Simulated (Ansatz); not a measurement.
# The false plateau in GW convergence: Ta2O5 (P2/m), part 2 of 2

Wanted: the G0W0 gap of Ta2O5 (P2/m) over a grid of bands and cutoffs.

Ansatz 0.2.0; G0W0 on LDA, plane waves, PAW; PAW set soft_1. Known limits of the many-body steps: not at the basis limit; no spin-orbit coupling; coarse k mesh.

So far. Step 8 (717 empty bands, screening to 220 eV): The G0W0 gap on the mesh is 3.590 eV.

**9. 219 empty bands, screening to 300 eV**

The input, input.yaml:

```yaml
crystal:
  lattice:
    - [3.8414080139, 0.0, 0.0]
    - [0.0, 3.86271575, 0.0]
    - [-1.8189421445, 0.0, 6.5289594201]
  atoms:
    - { symbol: Ta, position: [0.64953073, 0.0, 0.79131453] }
    - { symbol: Ta, position: [0.35046927, 0.0, 0.20868547] }
    - { symbol: O, position: [0.6621243, 0.5, 0.79832929] }
    - { symbol: O, position: [0.3378757, 0.5, 0.20167071] }
    - { symbol: O, position: [0.18976057, 0.0, 0.87062125] }
    - { symbol: O, position: [0.81023943, 0.0, 0.12937875] }
    - { symbol: O, position: [0.5, 0.0, 0.5] }
kpoints:
  mp_grid: { grid: [4, 4, 2] }
hamiltonian:
  xc: lda
  pseudopotentials: { kind: paw, azcp: { folder: soft_1 }, xc_functional: pbe }
scf:
  occupations: { method: fixed }
gw:
  n_empty_bands: 219
  ecut_chi: 300
  qp_bands: [v2, c2]
  qp_kpoints: band_edges
  screening: { model: contour_deformation }
```

Run with:

```bash
> ansatz run input.yaml --threads 2 --pin off --max-ram 92160MiB --backend cuda --events-out ev --progress --plain --runs-dir out --devices 1 --max-vram 13GiB
```

Numbers of over 12 decimals in the logs are rounded to 6 here.

The log of the run:

```text
GPUs: using 1 of 1 available (devices: 1).
[...]
GPU FFT provider: cuFFT
GPU libraries: cuBLAS 13.8.2, cuFFT 12.4.0, cuSOLVER 12.3.4
Crystal: 7 atoms, lattice volume = 96.878 Å³
Basis set: ecut = 420 eV, 1913 PW (Γ)
Bands: 35, of which v1, the nominal top of the filled ones, is band 28 counted from 1 (27 counted from 0)
Symmetry: 4 space group operations
[...]
k-points: 18 of 32
[...]
1    30      9.2407   -13.4450    -4.6796   -19.3942  0.7867    10.5362    10.5103  root
[...]
17    27      6.5287   -26.1649     4.8057   -21.1444  0.7202     6.3131     6.3139  root
    17    28      6.6540   -26.3653     4.8106   -21.3515  0.7201     6.4500     6.4507  root
    17    29      9.7217   -13.5156    -4.9055   -19.7630  0.7781    11.0967    11.0636  root
    17    30     11.5962   -15.1255    -5.3571   -21.8967  0.7406    13.0570    13.0103  root
[key lines of the parts left out:]
SCF converged after 11 iterations
Free energy (F): -22150.459271 eV
Fermi energy:    6.653993 eV
```

Run time: 22 s. Hardware: 1 × NVIDIA H100 80GB HBM3 (shared by 6 runs) with 2 threads of AMD EPYC 7R13 (Zen 3), shared host; peak memory 4 GiB; 36 s of CPU time.

The G0W0 gap on the mesh is 3.529 eV.

**10. 1143 empty bands, screening to 300 eV**

Edit input.yaml of step 9 so:

```diff
@@ -21,3 +21,3 @@
 gw:
-  n_empty_bands: 219
+  n_empty_bands: 1143
   ecut_chi: 300
```

The log of the run:

```text
GPUs: using 1 of 1 available (devices: 1).
[...]
GPU FFT provider: cuFFT
GPU libraries: cuBLAS 13.8.2, cuFFT 12.4.0, cuSOLVER 12.3.4
Crystal: 7 atoms, lattice volume = 96.878 Å³
Basis set: ecut = 420 eV, 1913 PW (Γ)
Bands: 35, of which v1, the nominal top of the filled ones, is band 28 counted from 1 (27 counted from 0)
Symmetry: 4 space group operations
[...]
k-points: 18 of 32
[...]
1    30      9.2407   -13.4450    -5.0104   -19.3942  0.7858    10.1927    10.1795  root
[...]
17    27      6.5287   -26.1649     4.3995   -21.1444  0.7200     5.9003     5.9077  root
    17    28      6.6540   -26.3653     4.3987   -21.3515  0.7199     6.0318     6.0388  root
    17    29      9.7217   -13.5156    -5.2439   -19.7630  0.7772    10.7424    10.7252  root
    17    30     11.5962   -15.1255    -5.7271   -21.8967  0.7403    12.6636    12.6403  root
[key lines of the parts left out:]
SCF converged after 11 iterations
Free energy (F): -22150.459271 eV
Fermi energy:    6.653993 eV
```

Wall time 96 s (1 × NVIDIA H100 80GB HBM3 (shared by 6 runs) with 2 threads); peak memory 5 GiB.

The G0W0 gap on the mesh is 3.619 eV.

**11. The grid**

Start LDA, 4×4×2 mesh. Times are wall times on 1 × NVIDIA H100 80GB HBM3 (shared by 6 runs) with 2 threads of AMD EPYC 7R13 (Zen 3), shared host, good to a factor of about two.

```
cutoff (eV)  plane waves at q = 0  bands summed  gap (eV)  Σc valence (eV)  Σc conduction (eV)   time
         50                    69           105     3.632             5.03               -4.11   16 s
         50                    69           432     3.491             4.82               -4.47   22 s
        100                   221           247     3.483             4.83               -4.46   18 s
        100                   221          1171     3.459             4.67               -4.64   69 s
        150                   409           105     3.568             5.17               -4.03  9.9 s
        150                   409           432     3.532             4.64               -4.60   31 s
        220                   741           745     3.590             4.49               -4.70   44 s
        300                  1155           247     3.529             4.81               -4.44   22 s
        300                  1155          1171     3.619             4.40               -4.76   96 s
```

**12. Summary of results**

```
105 bands, 50 eV                   : 3.632 eV
432 bands, 50 eV                   : 3.491 eV
247 bands, 100 eV                  : 3.483 eV
1171 bands, 100 eV                 : 3.459 eV
105 bands, 150 eV                  : 3.568 eV
432 bands, 150 eV                  : 3.532 eV
745 bands, 220 eV                  : 3.590 eV
247 bands, 300 eV                  : 3.529 eV
1171 bands, 300 eV                 : 3.619 eV
estimated limit along the diagonal : 3.67 eV
mesh and start                     : 4×4×2, LDA
```

What this shows: At 50 eV, going from 105 to 432 bands moves the gap by −0.14 eV. At 100 eV, going from 247 to 1171 bands moves the gap by −0.02 eV. At 150 eV, going from 105 to 432 bands moves the gap by −0.04 eV. At 300 eV, going from 247 to 1171 bands moves the gap by +0.09 eV. At 105 bands, raising the cutoff from 50 to 150 eV moves it by −0.06 eV. At 432 bands, raising the cutoff from 50 to 150 eV moves it by +0.04 eV. At 247 bands, raising the cutoff from 100 to 300 eV moves it by +0.05 eV. At 1171 bands, raising the cutoff from 100 to 300 eV moves it by +0.16 eV. Along the diagonal, where both rise together, the two highest rungs point to 3.67 eV. Gaps are over the mesh's points; an edge off the mesh would be missed. A low cutoff hides what high bands add, so a band series at one cutoff can look settled before the gap is. The 4×4×2 mesh is coarse for this cell (its supercell is 14 Å along the shortest edge). The RPA ε∞ on it, from the LDA start, is 4.77, 4.92 and 7.47; such meshes misread the long-range screening, most where the gap is narrow. The many-body steps are scalar-relativistic: spin-orbit coupling is not in them.

[Paths, hosts, dates, memory and timing lines, banners, echoed tables and standing remarks are left out of the program output.]

[Logs are printed without paths, hosts, clocks, repeated set-up lines and the standing remarks that a program may print on its own settings, such as how far it seeks lower states.]

[Runs of the session that timed out or met a known fault of the program may be left out.]

[Cells called generated may have been cut or substituted from an entry of the Crystallography Open Database or the Materials Project.]

[Hosts, paths, dates, database ids (printed as entryN), source tags and the programs' standing remarks are cut or masked in the printed files.]
